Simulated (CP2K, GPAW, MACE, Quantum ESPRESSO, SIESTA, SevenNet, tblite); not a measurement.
# Site energies of Sb in place of As in Σ13 (510)[001] symmetric tilt boundary in Si with 11 % As, 8 of 8 solute atoms at the boundaries (76 atoms) across programs

Aim: compare the energies of Sb in place of As at unlike sites of Σ13 (510)[001] symmetric tilt boundary in Si with 11 % As, 8 of 8 solute atoms at the boundaries (76 atoms), with plane waves as the reference.

Results are calculated, not measured.

## (1) Set-up

The cell holds 76 atoms (8 As and 68 Si), with edges of 5.48, 13.97 and 20.95 Å. Recipe: Two grains of Si, mirror images, two boundaries a cell, the joint chosen and relaxed with the MACE-MP-0b2 potential; the cell scaled by Vegard's rule for 8 As among 76 atoms, 8 of them put at random on the 25 sites nearest the other grain and the rest on the 25 sites farthest from it; atoms relaxed with that potential at fixed cell. Lattice constants are starting values near those of PBE. Then the atoms were relaxed with SevenNet 0 in the fixed cell. Regions: lower grain, 40 atoms; upper grain, 36 atoms.

## (2) The reference input

Quantum ESPRESSO 7.5: Kohn-Sham DFT, PBE, SSSP efficiency 1.3.0 pseudopotentials, plane waves. Its input, pw.in, for the unchanged cell:

```
&control
  calculation = 'scf'
  pseudo_dir = './pseudo'
  outdir = './tmp'
  disk_io = 'none'
  tprnfor = .true.
  tstress = .true.
/
&system
  ibrav = 0
  nat = 76
  ntyp = 2
  ecutwfc = 45
  ecutrho = 360
  nosym = .true.
  occupations = 'smearing'
  smearing = 'fd'
  degauss = 0.003675
/
&electrons
  conv_thr = 3.8e-07
  electron_maxstep = 100
  mixing_beta = 0.2
  mixing_mode = 'local-TF'
  diagonalization = 'david'
/
ATOMIC_SPECIES
As 74.922 As.upf
Si 28.085 Si.upf
CELL_PARAMETERS angstrom
5.48048 0.00000 0.00000
0.00000 13.97255 0.00000
0.00000 0.00000 20.94568
ATOMIC_POSITIONS crystal
As 0.88402 0.35518 0.99190
As 0.75080 0.09910 0.02334
Si 0.53072 0.59879 0.01305
Si 0.38272 0.86523 0.98425
[... 70 atom lines left out ...]
Si 0.48946 0.32206 0.52037
Si 0.70624 0.82744 0.52635
K_POINTS gamma
```

```console
$ OMP_NUM_THREADS=1 mpirun -np 4 pw.x -in pw.in > output.txt
```

The job ended after 2.4 min (4 MPI ranks of Arm Neoverse V2, shared host; peak memory 4.6 GiB).

It converged with an r.m.s. force component of 0.23 eV/Å and a pressure of -1.2 GPa.

## (3) The levels

The levels share the cells and solve them as single points, though not every level runs every cell. CPU time is summed over a level's finished runs, on a host shared with the other runs, so it is rough; the force column is the median over cells of the r.m.s. difference of force components from the reference.

| level | basis or training data | k-points | runs finished | CPU time | peak memory (GiB) | force difference (meV/Å) |
| --- | --- | --- | --- | --- | --- | --- |
| QE, PBE | plane waves, SSSP efficiency, 45/360 Ry | Γ | 6 of 6 | 75 min | 4.7 | reference |
| CP2K double zeta, PBE | DZVP-MOLOPT-SR, GTH-PBE potentials, 350 Ry | Γ | 5 of 5 | 14 min | 2.2 | 28 |
| CP2K triple zeta, PBE | TZV2P-UZH, GTH-PBE potentials, 350 Ry | Γ | 5 of 5 | 78 min | 4.4 | 17 |
| GPAW dzp, PBE | dzp orbitals, PAW, h 0.18 Å | Γ | 5 of 5 | 34 min | 2.5 | 36 |
| SIESTA DZP, PBE | DZP orbitals, shift 0.01 Ry, mesh 300 Ry | Γ | 5 of 5 | 35 min | 1.7 | 79 |
| CP2K double zeta, r2SCAN | DZVP-UZH, GTH-SCAN potentials, 600 Ry | Γ | 5 of 5 | 79 min | 6.0 | 88 |
| tblite GFN1-xTB | tight binding with its own dispersion term | Γ | 5 of 5 | 37 s | 0.15 | 185 |
| MACE MP-0b2 small | trained on PBE(+U) plane-wave data | - | 6 of 6 | 35 s | 0.67 | 237 |
| SevenNet 0 | trained on PBE(+U) plane-wave data | - | 6 of 6 | 41 s | 0.77 | 231 |

The reference's own r.m.s. force component runs from 222 to 238 meV/Å over these cells. SevenNet 0 relaxed the atoms, so in the cells that it relaxed its own forces are small, and its entry isn't an independent test there.

## (4) The sites

Each changed cell was relaxed with SevenNet 0 before the single points. Neighbours are the site's nearest atoms before the change.

```
site  nearest atoms  their mean distance (Å)  atoms within 6 Å       region  largest move on relaxing (Å)  longest force left in the reference (eV/Å)
As34            Si4                     2.52                41  lower grain                          0.38                                        0.97
As43            Si4                     2.49                40  upper grain                          0.20                                        1.03
As74          Si3As                     2.46                42  upper grain                          0.20                                        0.92
As45          Si3As                     2.43                44  upper grain                          0.23                                        1.02
As39            Si3                     2.40                39  lower grain                          0.26                                        1.08
```

## (5) Site energies

All changed cells hold the same atoms, so within one level their energies compare with no chemical potential. Energies in eV, less that of As34, the reference's cheapest site; the last column is the largest deviation from the reference once each row's mean is taken off.

```
                   level  As34   As43  As74  As45  As39  cheapest  largest deviation
                 QE, PBE  0.00   0.13  0.28  0.31  0.43      As34                  -
   CP2K double zeta, PBE  0.00   0.15  0.29  0.34  0.44      As34               0.01
   CP2K triple zeta, PBE  0.00   0.16  0.31  0.35  0.47      As34               0.03
           GPAW dzp, PBE  0.00   0.14  0.30  0.33  0.42      As34               0.02
         SIESTA DZP, PBE  0.00   0.15  0.27  0.29  0.42      As34               0.03
CP2K double zeta, r2SCAN  0.00   0.20  0.47  0.49  0.71      As34               0.14
         tblite GFN1-xTB  0.00  -0.09  0.03  0.05  0.22      As43               0.19
       MACE MP-0b2 small  0.00   0.56  0.26  0.53  0.43      As34               0.31
              SevenNet 0  0.00   0.25  0.30  0.44  0.48      As34               0.07
```

## (6) Outcome

In the reference the cheapest site is As34 (Si4, lower grain) and the dearest As39 (Si3, lower grain), 0.43 eV higher. 7 of the 8 other levels pick the same cheapest site; tblite GFN1-xTB picks As43. CP2K double zeta, PBE follows the reference most closely (0.01 eV at worst) and MACE MP-0b2 small least (0.31 eV).

The other programs at PBE deviate by 0.03 eV at most, the learned potentials by 0.07 to 0.31 eV.

Caveats: The geometries are those of SevenNet 0; forces of up to 1.1 eV/Å remain in the reference, so relaxing in DFT would lower the energies, by amounts that can differ from site to site and can change the order. For SevenNet 0 alone these are relaxed energies. Defects interact with their periodic images. Only 5 of the 8 As sites are compared. Learned potentials don't solve for electrons, so the charge or spin state of a defect can't be set in them. The cell is under 6 Å thick along one periodic direction, so every atom has periodic images of itself close by, which move with it. The reference samples only Γ, in a cell whose shortest periodic width is 5 Å. The reference isn't exact: its cutoffs and mesh weren't converged further here. SIESTA's automatically made basis is far from complete, and its potentials were converted by us (checked for H, C, O, Si, Ge and Ca alone). The learned potentials mimic data converged in k, so the sampling error of the reference's coarse mesh counts against them here, while programs on the same mesh share it. Spin–orbit coupling is left out. Where levels are smeared, the DFT runs use Fermi–Dirac occupations at 580 K (0.05 eV), and energies are free energies.

[Logs are printed without paths, hosts, clocks, repeated set-up lines and the standing remarks that a program may print on its own settings, such as how far it seeks lower states.]

[Hosts, paths, dates, database ids (printed as entryN), source tags and the programs' standing remarks are cut or masked in the printed files.]
